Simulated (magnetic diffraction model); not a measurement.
# TbTi2Co2 below its ordering temperature

Space group P4/nmm (no. 129, origin choice 1), a = 4.0390 Å, c = 9.5050 Å.

```
site  atom    x    y       z
  2c    Tb  1/2    0  0.7388
  2a    Co    0    0       0
  2c    Co    0  1/2  0.6288
  2b    Ti    0    0     1/2
  2c    Ti    0  1/2  0.8734
```

The compound is invented for this exercise: a known structure type with other elements, its cell scaled to their sizes and not relaxed.

Only Tb and Co are taken to order (form factors of Tb3+ and Co2+); orders and moment sizes are assumed, and not adapted to the symmetry. Radiation: neutrons of λ = 1.909 Å, 8° to 75°; isotropic B of 0.41 Å² (Tb), 0.59 Å² (Co) and 0.42 Å² (Ti). The intensities are simulated: I ∝ L Σ (|F_N|² + |F_M⊥|²) for unpolarised neutrons, with F_M = 2.695 fm/μB × Σ f(s) S exp(2πi Q·r) exp(−B s²) at Q = H ± k (one set where k and −k are equivalent), only the part normal to Q counting and L = 1/(sin²θ cos θ). For collinear order S is the moment m, which repeats by lattice and centring translations R with the sign exp(−2πi k·R). Form factors are spin-only for 3d ions and dipole or tabulated for f ions, scattering lengths are Sears's of 1992, and absorption is left out. A label names one of the reflections at its angle. The strongest nuclear line in the range is 100, and lines under 0.2 are left out.

Above the ordering temperature:

```
2θ (°)    index      I
 11.53  (0 0 1)    4.1
 23.17  (0 0 2)   43.5
 29.76  (1 0 1)  100.0
 35.07  (0 0 3)   39.9
 36.13  (1 0 2)   25.6
 39.05  (1 1 0)   25.4
 40.85  (1 1 1)   95.3
 45.03  (1 0 3)   30.1
 45.90  (1 1 2)   28.3
 47.37  (0 0 4)    8.3
 55.56  (1 0 4)    1.4
 56.41  (2 0 0)    7.2
 57.79  (2 0 1)    0.8
 60.28  (0 0 5)    5.6
 61.80  (2 0 2)   29.1
 63.01  (1 1 4)   33.3
 65.08  (2 1 1)   49.9
 67.41  (1 0 5)   14.6
 68.18  (2 0 3)   50.0
 68.85  (2 1 2)   16.7
 74.10  (0 0 6)    4.6
 74.19  (1 1 5)    6.8
```
(The table stops after 22 lines; 1 more lie at higher angle.)

Below it (cell unchanged):

```
2θ (°)      I
 11.53  368.7
 23.17   52.0
 27.34  112.7
 29.76  185.7
 35.07  132.8
 36.13  265.4
 39.05   25.4
 40.85  149.4
 45.03   58.3
 45.90   31.3
 47.37   10.1
 53.48   90.5
 55.56   33.8
 56.41    7.2
 57.79   23.6
 60.28   27.9
 61.80   29.9
 63.01   36.1
 63.80   61.3
 65.08   53.7
 67.41   19.8
 68.18   90.3
 68.85   58.3
 74.10    8.8
 74.19   47.8
 74.93   40.8
```

**Question.** Find the propagation vector, then choose among these models:
A. collinear moments along [100], 6.3 μB on Tb and 2.43 μB on Co; signs + at (1/2, 0, 0.7388), − at (0, 1/2, 0.2612), + at (0, 0, 0), + at (1/2, 1/2, 0), + at (0, 1/2, 0.6288), − at (1/2, 0, 0.3712)
B. collinear moments along [110], 6.3 μB on Tb and 2.43 μB on Co; signs + at (1/2, 0, 0.7388), − at (0, 1/2, 0.2612), + at (0, 0, 0), + at (1/2, 1/2, 0), + at (0, 1/2, 0.6288), − at (1/2, 0, 0.3712)
C. collinear moments along [100], 6.3 μB on Tb and 2.43 μB on Co; signs + at (1/2, 0, 0.7388), − at (0, 1/2, 0.2612), − at (0, 0, 0), + at (1/2, 1/2, 0), − at (0, 1/2, 0.6288), + at (1/2, 0, 0.3712)
D. collinear moments along [110], 6.3 μB on Tb and 2.43 μB on Co; signs + at (1/2, 0, 0.7388), − at (0, 1/2, 0.2612), − at (0, 0, 0), + at (1/2, 1/2, 0), − at (0, 1/2, 0.6288), + at (1/2, 0, 0.3712)

No line moves, and magnetic intensity falls on nuclear lines such as the one at 11.53°; new lines at (0 1 0), (1 1 3) and (2 1 0) have whole indices that obey the lattice centring, at places with no nuclear intensity to speak of, so the magnetic cell equals the chemical primitive cell: k = 0.

Magnetic intensity, observed (below minus above) and for each model:

| 2θ (°) | index | observed | A | B | C | D |
| --- | --- | --- | --- | --- | --- | --- |
| 11.53 | (0 0 1) | 364.6 | 1236.7 | 1236.7 | 364.6 | 364.6 |
| 23.17 | (0 0 2) | 8.5 | 64.1 | 64.1 | 8.5 | 8.5 |
| 27.34 | (1 0 0) | 112.7 | 45.7 | 45.7 | 112.7 | 224.3 |
| 29.76 | (1 0 1) | 85.7 | 6.8 | 6.8 | 85.7 | 49.5 |
| 35.07 | (0 0 3) | 92.9 | 43.5 | 43.5 | 92.9 | 92.9 |
| 36.13 | (1 0 2) | 239.8 | 159.8 | 159.8 | 239.8 | 191.4 |
| 40.85 | (1 1 1) | 54.1 | 159.1 | 159.1 | 54.1 | 54.1 |
| 55.56 | (1 0 4) | 32.4 | 113.2 | 113.2 | 32.4 | 36.6 |

Model C matches.

The structure used: k = (0 0 0), collinear moments along [100], 6.3 μB on Tb and 2.43 μB on Co; signs + at (1/2, 0, 0.7388), − at (0, 1/2, 0.2612), − at (0, 0, 0), + at (1/2, 1/2, 0), − at (0, 1/2, 0.6288), + at (1/2, 0, 0.3712).

[Logs are printed without paths, hosts, clocks, repeated set-up lines and the standing remarks that a program may print on its own settings, such as how far it seeks lower states.]
